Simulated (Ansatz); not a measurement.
# How KZnF3 absorbs and reflects light, part 2 of 2

Wanted: where KZnF3 starts to absorb, how strongly, and its refractive index.

Ansatz 0.2.0; DFT, PBE, plane-wave PAW, default files, scalar-relativistic, independent-particle optical response without local fields.

So far, electronic dielectric constant ε∞, mean of the axes: step 3 (spectrum) 2.47.

## (4) Static response with local fields

A static field by perturbation theory: the induced potential is included, and the Born charges come with it.

This step: DFT, PBE, plane-wave PAW, default files, scalar-relativistic, static field response by perturbation theory with local fields (Ansatz 0.2.0).

The input, input.yaml:

```yaml
crystal:
  lattice:
    - [4.05, 0.0, 0.0]
    - [0.0, 4.05, 0.0]
    - [0.0, 0.0, 4.05]
  atoms:
    - { symbol: Zn, position: [0.5, 0.5, 0.5] }
    - { symbol: K, position: [0.0, 0.0, 0.0] }
    - { symbol: F, position: [0.5, 0.0, 0.5] }
    - { symbol: F, position: [0.0, 0.5, 0.5] }
    - { symbol: F, position: [0.5, 0.5, 0.0] }
kpoints:
  mp_grid: { grid: [6, 6, 6] }
scf:
  occupations: { method: fixed }
hamiltonian:
  xc: pbe
  pseudopotentials: { kind: paw }
dielectric: {}
```

Launch:

```console
ansatz run input.yaml --threads 2 --pin off --max-ram 5120MiB --backend cpu --events-out ev --progress --plain --runs-dir out
```

Output:

```text
[...]
Crystal: 5 atoms, lattice volume = 66.430 Å³
Basis set: ecut = 420 eV, 1309 PW (Γ), exchange–correlation on 60×60×60 points (8 copies of the dense FFT grid, shifted against one another)
Bands: 26, of which v1, the nominal top of the filled ones, is band 21 counted from 1 (20 counted from 0)
Symmetry: 48 space group operations
k-points: 40 of 216 (irreducible under 8 space group operations, time reversal used)
[...]
SCF iter   1: F=—  HF=-7286.257304 eV  |F-HF|=—  |Δ(HF+E_count)|=         —  Δρ=5.40e-4  dr2=1.07e-4  ethr=1.77e-3  ⟨swp⟩=4.5  Hψ=4478  notcnv=0  defer=74
[...]
SCF iter   8: F=-7286.257620 eV  HF=-7286.257620 eV  |F-HF|=2.73e-12  |Δ(HF+E_count)|=  3.84e-10  Δρ=2.53e-7  dr2=3.10e-11  ethr=1.00e-12  ⟨swp⟩=6.3  Hψ=4470  notcnv=0
SCF 1 converged in 8 iterations: F = -7286.257620 eV  dr2 = 3.10e-11
[...]
DFPT response loops at Γ: preconditioner auto → none (the input reference at scf.mixing.eps_inf says where Resta's filter doesn't serve); β = 0.50; Broyden in place of MSR1
SCF converged after 8 iterations
Free energy (F): -7286.257620 eV
[...]
Internal energy: -7286.257620 eV  (E = F + TS)
E sigma→0 (E₀):  -7286.257620 eV
Fermi energy:    4.220749 eV
[...]
--- Band table (eV; the first three rows and the last of 40) ---
  k-point 0: bands = [... 17 lower, 2.1862, 2.3939, 2.3939, 2.3939, 8.0831, 12.9604, 12.9604, 13.6839, ... 1 higher]
  k-point 1: bands = [... 17 lower, 2.2192, 2.3840, 2.4105, 2.4105, 8.6191, 13.1568, 13.1817, 13.9584, ... 1 higher]
  k-point 2: bands = [... 17 lower, 2.2303, 2.4860, 2.4860, 2.5324, 9.8896, 13.0572, 13.6494, 15.0445, ... 1 higher]
  k-point 39: bands = [... 17 lower, 2.7622, 2.7622, 4.2207, 4.2207, 12.7008, 12.7008, 12.7008, 14.5025, ... 1 higher]
--- Dielectric response (ions clamped): 1 representative field direction + reference, on 40 of 216 k-points (Σ response iterations 8) ---
  k mesh reduced under 8 symmetry operations, with k and −k counted as one. Each operation leaves every solved perturbation unchanged. A smaller set is not considered because the run solves the response to a homogeneous field
  ε∞ (high-frequency dielectric tensor):
        2.390324     0.000000    -0.000000
        0.000000     2.390324     0.000000
        0.000000     0.000000     2.390324
  Born effective charges Z* (e; rows j = field, columns β = displacement):
    site 0:
         2.31998   -0.00000   -0.00000
        -0.00000    2.31998    0.00000
        -0.00000    0.00000    2.31998
    site 1:
         1.19760    0.00000   -0.00000
         0.00000    1.19760    0.00000
        -0.00000    0.00000    1.19760
    site 2:
        -0.89648    0.00000   -0.00000
         0.00000   -1.72462    0.00000
         0.00000    0.00000   -0.89648
    site 3:
        -1.72462    0.00000    0.00000
         0.00000   -0.89648    0.00000
        -0.00000    0.00000   -0.89648
    site 4:
        -0.89648   -0.00000    0.00000
         0.00000   -0.89648    0.00000
        -0.00000    0.00000   -1.72462
  Z* charge neutrality: 3.023e-5 e pre-enforcement
  k-mesh period / interband length: 24.3 Å / 1.02 Å = 23.72 at k = (0.0000, 0.0000, 0.0000), direct gap 5.689 eV — 14 or more, which is no proof of convergence
```

The job ended after 13 s (2 threads of Arm Neoverse V2, shared host; peak memory 0.51 GiB).

This step gave:

| Property | Result |
| --- | --- |
| electronic dielectric constant ε∞, mean of the axes | 2.390 |

ε∞ with local fields:

```
2.39 0.00 0.00
0.00 2.39 0.00
0.00 0.00 2.39
```

Diagonal elements. Born, by row:

| atom | Z*xx (e) | Z*yy (e) | Z*zz (e) |
| --- | --- | --- | --- |
| Zn1 | 2.32 | 2.32 | 2.32 |
| K2 | 1.198 | 1.198 | 1.198 |
| F3 | -0.896 | -1.725 | -0.896 |
| F4 | -1.725 | -0.896 | -0.896 |
| F5 | -0.896 | -0.896 | -1.725 |

Mean Born charges are Zn +2.32, K +1.20 and F -1.17, against formal valences of +2, +1 and -1. The largest lies a little above its ionic value.

## (5) Results

| Property | Result |
| --- | --- |
| gap on the path | 3.86 eV |
| least direct gap on the path | 5.69 eV |
| electronic dielectric constant ε∞, mean of the axes (independent particles) | 2.47 |
| absorption onset, first axis (α over 10⁴ cm⁻¹, or the direct gap if that lies higher) | 5.69 eV |
| main peak of Im epsilon, first axis | 21.7 eV |
| electronic dielectric constant ε∞, mean of the axes (static response with local fields) | 2.39 |

At this level (PBE, independent particles) KZnF3 has ε∞ = 2.47 (2.39 with local fields) and n = 1.57 at 1550 nm; absorption sets in near 5.7 eV, and Im ε peaks at 21.7 eV. The gap is indirect (3.86 eV), so absorption without phonons can begin only at the direct gap of 5.69 eV. Lines 0.2 eV wide carry a tail of absorption under the direct gap, past the threshold already at 5.59 eV. Absorption is strong from the direct gap on, 5.69 eV, in the ultraviolet, so the visible is passed. Im ε has its chief maxima at 13.07 eV (2.5), 15.28 eV (2.1), 20.14 eV (2.2) and 21.71 eV (5.6). The f-sum over the summed bands holds 25.9 of the cell's 42 electrons outside the frozen cores, 14 of which lie in bands more than 12 eV below the Fermi level, whose transitions come at higher energies. Up to 25 eV the strength has a mean oscillator energy of 15.1 eV, and these transitions give 86 % of ε∞ − 1 along x; the rest comes from higher ones. A film 1 µm thick would pass 90 % of daylight and look colourless in transmission (x = 0.313, y = 0.329). With local fields and the functional's kernel the static response is 2.39 against 2.47 for independent particles (-3 %). In the base spectrum excitons and phonon-assisted transitions are missing, and so are local fields; PBE gaps are as a rule too small, which pulls the onset down and ε∞ up. In the base run ε includes the program's bounded estimate of what the bands above those summed add.

[Long decimals in the printed logs are rounded to 6 places.]

[Logs are printed without paths, hosts, clocks, repeated set-up lines and the standing remarks that a program may print on its own settings, such as how far it seeks lower states.]

[Hosts, paths, dates, database ids (printed as entryN), source tags and the programs' standing remarks are cut or masked in the printed files.]

[Where the starting crystal was built by hand or by swapping elements, it need not be the compound's stable phase.]

[The count of steps not shown may lack steps that the program refused or didn't finish.]
